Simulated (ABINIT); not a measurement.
# Quasiparticle gap of CsMgF3 (Pm-3m) in ABINIT

How does a plane-wave GW calculation on CsMgF3 (Pm-3m) run from the first input to the gap?

Main program and level: ABINIT 10.8.3; LDA and many-body steps on it, plane waves.

### 1. The starting structure

The structure is cubic, space group Pm-3m (No. 221). Conventional cell: a = 4.252 Å, b = 4.252 Å, c = 4.252 Å, α = 90.00°, β = 90.00°, γ = 90.00°. Nearest to Cs lie 12 F at 3.01 Å. Nearest to Mg lie 6 F at 2.13 Å. F has 2 Mg at 2.13 Å and 4 Cs at 3.01 Å nearest. Farther neighbours and most contacts between anions are not listed.

The cell and positions are those that the Materials Project relaxed with its own functionals (PBE, PBE+U or r2SCAN), kept fixed. Spin-orbit coupling is left out unless a step names it.

### 2. Ground state

This step: ABINIT 10.8.3; DFT, LDA, plane waves, norm-conserving pseudopotentials.

The ground-state density comes first.

The input, run.abi:

```
acell 3*1.0 Angstrom
rprim 
  4.252307000000 0.000000000000 0.000000000000
  0.000000000000 4.252307000000 0.000000000000
  0.000000000000 0.000000000000 4.252307000000
ntypat 3
znucl 55 12 9
natom 5
typat 1 2 3 3 3
xred 
  0.000000000000 0.000000000000 0.000000000000
  0.500000000000 0.500000000000 0.500000000000
  0.000000000000 0.500000000000 0.500000000000
  0.500000000000 0.000000000000 0.500000000000
  0.500000000000 0.500000000000 0.000000000000
pp_dirpath "pseudos"
pseudos "Cs.upf, Mg.upf, F.upf"
ecut 38
ngkpt 6 6 6
nshiftk 1
shiftk 0 0 0
kptopt 1
chksymbreak 0
nband 26
occopt 1
tolvrs 1e-10
nstep 60
prtwf 0
optforces 0
optstress 0
indata_prefix "in"
outdata_prefix "out"
tmpdata_prefix "tmp"
```

Launch:

```bash
$ OMP_NUM_THREADS=1 mpirun -n 4 abinit run.abi > log
```

Numbers of over 12 decimals in the logs are rounded to 6 here.

The program printed:

```text
.Version 10.8.3 of ABINIT. v10.8.2 released Aug 2026.

 Symmetries : space group Pm -3 m (#221); Bravais cP (primitive cubic)
================================================================================
 Values of the parameters that define the memory need of the present run
     intxc =       0    ionmov =       0      iscf =       7    lmnmax =       8
     lnmax =       8     mgfft =      48  mpssoang =       4    mqgrid =    3001
     natom =       5  nloc_mem =       1    nspden =       1   nspinor =       1
    nsppol =       1      nsym =      48    n1xccc =    2501    ntypat =       3
    occopt =       1   xclevel =       1
-    mband =          26        mffmem =           1         mkmem =           5
       mpw =        5832          nfft =      110592          nkpt =          20
================================================================================
  Rough estimation (10% accuracy) of disk space for files :
================================================================================

--------------------------------------------------------------------------------
------------- Echo of variables that govern the present computation ------------
--------------------------------------------------------------------------------
 -outvars: echo values of preprocessed input variables --------
            acell      1.8897261259E+00  1.8897261259E+00  1.8897261259E+00 Bohr

      chksymbreak           0
             ecut      3.80000000E+01 Hartree
-          fftalg         312

              ixc       -1012
              kpt      0.00000000E+00  0.00000000E+00  0.00000000E+00
                       1.66666667E-01  0.00000000E+00  0.00000000E+00
                       3.33333333E-01  0.00000000E+00  0.00000000E+00
                       5.00000000E-01  0.00000000E+00  0.00000000E+00
                       1.66666667E-01  1.66666667E-01  0.00000000E+00
                       3.33333333E-01  1.66666667E-01  0.00000000E+00
                       5.00000000E-01  1.66666667E-01  0.00000000E+00
                       3.33333333E-01  3.33333333E-01  0.00000000E+00
                       5.00000000E-01  3.33333333E-01  0.00000000E+00
   [... 9 further rows ...]
                       5.00000000E-01  5.00000000E-01  3.33333333E-01
                       5.00000000E-01  5.00000000E-01  5.00000000E-01
         kptrlatt        6    0    0      0    6    0      0    0    6
          kptrlen      4.82141738E+01
P           mkmem           5
            natom           5
            nband          26
            ngfft          48      48      48
             nkpt          20
            nstep          60
             nsym          48
           ntypat           3
              occ      2.000000  2.000000  2.000000  2.000000  2.000000  2.000000
                       2.000000  2.000000  2.000000  2.000000  2.000000  2.000000
                       2.000000  2.000000  2.000000  2.000000  2.000000  2.000000
                       2.000000  2.000000  0.000000  0.000000  0.000000  0.000000
                       0.000000  0.000000
        optforces           0
        optstress           0
            prtwf           0
            rprim      4.2523070000E+00  0.0000000000E+00  0.0000000000E+00
[...]
spgroup         221

           tolvrs      1.00000000E-10

             xred      0.0000000000E+00  0.0000000000E+00  0.0000000000E+00
[...]
znucl       55.00000   12.00000    9.00000

================================================================================

 chkinp: Checking input parameters for consistency.

================================================================================
== DATASET  1 ==================================================================
-   mpi_nproc: 4, omp_nthreads: 1 (-1 if OMP is not activated)

--- !DatasetInfo
iteration_state: {dtset: 1, }
dimensions: {natom: 5, nkpt: 20, mband: 26, nsppol: 1, nspinor: 1, nspden: 1, mpw: 5832, }
cutoff_energies: {ecut:  38.0, pawecutdg:  -1.0, }
electrons: {nelect:   4.00000000E+01, charge:   0.00000000E+00, occopt:   1.00000000E+00, tsmear:   1.00000000E-02, }

 Real(R)+Recip(G) space primitive vectors, cartesian coordinates (Bohr,Bohr^-1):
 R(1)=  8.0356956  0.0000000  0.0000000  G(1)=  0.1244447  0.0000000  0.0000000
 R(2)=  0.0000000  8.0356956  0.0000000  G(2)=  0.0000000  0.1244447  0.0000000
 R(3)=  0.0000000  0.0000000  8.0356956  G(3)=  0.0000000  0.0000000  0.1244447
 Unit cell volume ucvol=  5.1888419E+02 bohr^3
 Angles (23,13,12)=  9.00000000E+01  9.00000000E+01  9.00000000E+01 degrees

 getcut: wavevector=  0.0000  0.0000  0.0000  ngfft=  48  48  48
         ecut(hartree)=     38.000   => boxcut(ratio)=   2.15259

--- Pseudopotential description ------------------------------------------------
- Cs Generated using ONCVPSP code by D. R. Hamann
- 55.00000   9.00000  201201                  znucl, zion, pspdat
12 -1012 3 -1 2328                            pspcod,pspxc,lmax,lloc,mmax
     nproj     2     2     2     2
  pspatm : epsatm=   21.68725381
         --- l  ekb(1:nproj) -->
[...]
pspatm: atomic psp has been read  and splines computed

- Mg Generated using ONCVPSP code by D. R. Hamann
- 12.00000  10.00000  180309                  znucl, zion, pspdat
12 -1012 1 -1 1510                            pspcod,pspxc,lmax,lloc,mmax
     nproj     2     2     0     0
  pspatm : epsatm=    9.23542517
         --- l  ekb(1:nproj) -->
[...]
pspatm: atomic psp has been read  and splines computed

- F Generated using ONCVPSP code by D. R. Hamann
-  9.00000   7.00000  201202                  znucl, zion, pspdat
12 -1012 2 -1 824                             pspcod,pspxc,lmax,lloc,mmax
     nproj     2     2     1     0
  pspatm : epsatm=    4.94580260
         --- l  ekb(1:nproj) -->
[...]
2   -2.364936
 pspatm: atomic psp has been read  and splines computed

   1.83040347E+03                                ecore*ucvol(ha*bohr**3)
--------------------------------------------------------------------------------

_setup2: Arith. and geom. avg. npw (full set) are    5808.745    5808.732

================================================================================

--- !BeginCycle
iteration_state: {dtset: 1, }
solver: {iscf: 7, nstep: 60, nline: 4, wfoptalg: 0, }
tolerances: {tolvrs: 1.00E-10, }

     iter   Etot(hartree)      deltaE(h)  residm     vres2
 ETOT  1  -156.53328199761    -1.565E+02 1.179E-01 5.455E+02
 ETOT  2  -156.61256818644    -7.929E-02 1.364E-02 4.559E+02
 ETOT  3  -156.78450013727    -1.719E-01 4.169E-02 1.946E+01
 ETOT  4  -156.78977143821    -5.271E-03 8.489E-03 1.522E-01
 ETOT  5  -156.78981849359    -4.706E-05 1.130E-03 4.433E-03
 ETOT  6  -156.78981922439    -7.308E-07 1.915E-04 4.640E-04
 ETOT  7  -156.78981926554    -4.115E-08 1.166E-04 5.558E-05
 ETOT  8  -156.78981926869    -3.151E-09 7.778E-05 4.741E-07
 ETOT  9  -156.78981926879    -9.277E-11 4.704E-05 8.982E-09
 ETOT 10  -156.78981926879    -3.809E-12 3.195E-05 1.394E-09
 ETOT 11  -156.78981926878     6.565E-12 1.892E-05 2.117E-11

 At SCF step   11       vres2   =  2.12E-11 < tolvrs=  1.00E-10 =>converged.

--- !ResultsGS
iteration_state: {dtset: 1, }
comment   : Summary of ground state results
lattice_vectors:
- [  8.0356956,   0.0000000,   0.0000000, ]
- [  0.0000000,   8.0356956,   0.0000000, ]
- [  0.0000000,   0.0000000,   8.0356956, ]
lattice_lengths: [   8.03570,    8.03570,    8.03570, ]
lattice_angles: [ 90.000,  90.000,  90.000, ] # degrees, (23, 13, 12)
lattice_volume:   5.1888419E+02
convergence: {deltae:  6.565E-12, res2:  2.117E-11, residm:  1.892E-05, diffor:  0.000E+00, }
etotal    :  -1.56789819E+02
entropy   :   0.00000000E+00
fermie    :   2.22453065E-02
cartesian_stress_tensor: null
pressure_GPa: null
xred      :
- [  0.0000E+00,   0.0000E+00,   0.0000E+00, Cs]
- [  5.0000E-01,   5.0000E-01,   5.0000E-01, Mg]
- [  0.0000E+00,   5.0000E-01,   5.0000E-01,  F]
- [  5.0000E-01,   0.0000E+00,   5.0000E-01,  F]
- [  5.0000E-01,   5.0000E-01,   0.0000E+00,  F]
cartesian_forces: null
force_length_stats: {min: null, max: null, mean: null, }

 Integrated electronic density in atomic spheres:
 ------------------------------------------------
 Atom  Sphere_radius  Integrated_density
[...]
================================================================================

 ----iterations are completed or convergence reached----

 Mean square residual over all n,k,spin=   77.429E-09; max=  18.915E-06
 reduced coordinates (array xred) for    5 atoms
       0.000000000000      0.000000000000      0.000000000000
       0.500000000000      0.500000000000      0.500000000000
       0.000000000000      0.500000000000      0.500000000000
       0.500000000000      0.000000000000      0.500000000000
       0.500000000000      0.500000000000      0.000000000000
 rms dE/dt=  0.0000E+00; max dE/dt=  0.0000E+00; dE/dt below (all hartree)
    1       0.000000000000      0.000000000000      0.000000000000
    2       0.000000000000      0.000000000000      0.000000000000
    3       0.000000000000      0.000000000000      0.000000000000
    4       0.000000000000      0.000000000000      0.000000000000
    5       0.000000000000      0.000000000000      0.000000000000

 cartesian coordinates (angstrom) at end:
    1      0.000000     0.000000     0.000000
    2      2.126154     2.126154     2.126154
    3      0.000000     2.126154     2.126154
    4      2.126154     0.000000     2.126154
    5      2.126154     2.126154     0.000000
 length scales=  1.889726125908  1.889726125908  1.889726125908 bohr
              =  1.000000000000  1.000000000000  1.000000000000 angstroms
 prteigrs : about to open file out_EIG
 Fermi (or HOMO) energy (hartree) =   0.02225   Average Vxc (hartree)=  -0.38246
 Eigenvalues (hartree) for nkpt=  20  k points:
 kpt#   1, nband= 26, wtk=  0.00463, kpt=  0.0000  0.0000  0.0000 (reduced coord)
  -2.59154   -1.39345   -1.39345   -1.39345   -0.69653   -0.67317   -0.67317   -0.58622
  -0.12853   -0.12853   -0.12853   -0.04083   -0.04083   -0.04083   -0.00352   -0.00352
  -0.00352    0.02225    0.02225    0.02225    0.25699    0.33321    0.33321    0.43685
   0.43685    0.43685
 prteigrs : prtvol=0 or 1, do not print more k-points.

--- !EnergyTerms
iteration_state     : {dtset: 1, }
comment             : Components of total free energy in Hartree
kinetic             :  8.74231700015120E+01
hartree             :  4.91753015193191E+01
xc                  : -3.08842888812353E+01
Ewald energy        : -9.37521873592992E+01
psp_core            :  3.52757612531163E+00
local_psp           : -1.49367479495591E+02
non_local_psp       : -2.29119111788000E+01
total_energy        : -1.56789819268783E+02
total_energy_eV     : -4.26646833156041E+03
band_energy         : -1.98444475713366E+01

== END DATASET(S) ==============================================================
================================================================================

 -outvars: echo values of variables after computation  --------
           etotal     -1.5678981927E+02
            nband          26
             nkpt          20
          spgroup         221
 [... the other variables as echoed above ...]

 Calculation completed.
```

Wall time 53 s (4 MPI ranks of Arm Neoverse N1, shared host); peak memory 0.38 GiB; 3.5 min of CPU time.

This step gave:

| Property | Result |
| --- | --- |
| total energy | -4266.4683 eV |
| gap | 6.388 eV |
| k of the valence top | 0, 0, 0 |
| k of the conduction bottom | 0, 0, 0 |
| least direct gap | 6.388 eV |

The gap is direct, at Γ.

(Continued in part 2 of 3.)

[Paths, hosts, dates, memory and timing lines, banners, echoed tables and standing remarks are left out of the program output.]

[Logs are printed without paths, hosts, clocks, repeated set-up lines and the standing remarks that a program may print on its own settings, such as how far it seeks lower states.]

[Runs of the session that timed out or met a known fault of the program may be left out.]

[Hosts, paths, dates, database ids (printed as entryN), source tags and the programs' standing remarks are cut or masked in the printed files.]

[G0W0 gaps are taken among the corrected bands and points alone; a level outside them can change the order at an edge.]

[Where Ansatz stands beside ABINIT at settings called matched, ABINIT's density can come from a denser mesh and the files from another edition; pairs whose starting gaps differed by over 0.03 eV were left out, so agreement reads better than it is.]
